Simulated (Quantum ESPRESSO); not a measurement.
# Gap and tunnelling decay at a withheld lattice constant: LiZnCl3, cubic perovskite type

Method. Quantum ESPRESSO 7.5 (pw.x, pwcond.x with ikind = 0), PBE, GBRV ultrasoft, cubic crystals. κ is the slowest decay along [001] at mid-gap among three points across the current.

```
a (Å)  gap on the mesh (eV)  κ (1/Å)
4.573                 1.768    0.219
4.719                 1.784    0.216
4.865                 1.674    0.197
5.011                 1.381    0.170
```

To predict: What are gap and κ at a = 5.157 Å?

By hand: A line through the rows at 4.865 and 5.011 Å gives a gap of 1.674 + 2.000 × (1.381 − 1.674) = 1.09 eV and κ = 0.143 1/Å. The two-band model κ = 0.5123 √(m* E_g/4) needs m* = 0.353 at 4.865 Å; with that mass and the new gap, κ = 0.159 1/Å.

**Check.** The gap is 1.093 eV and κ = 0.148 1/Å. The line misses the gap by −0.005 eV and κ by −3.4 %; the two-band estimate misses κ by +7.3 %.

**Limits.** The structure type is imposed. Local and semilocal gaps and decay constants are too small; no spin-orbit coupling. For an indirect gap m* is a fitting number alone.

[Logs are printed without paths, hosts, clocks, repeated set-up lines and the standing remarks that a program may print on its own settings, such as how far it seeks lower states.]
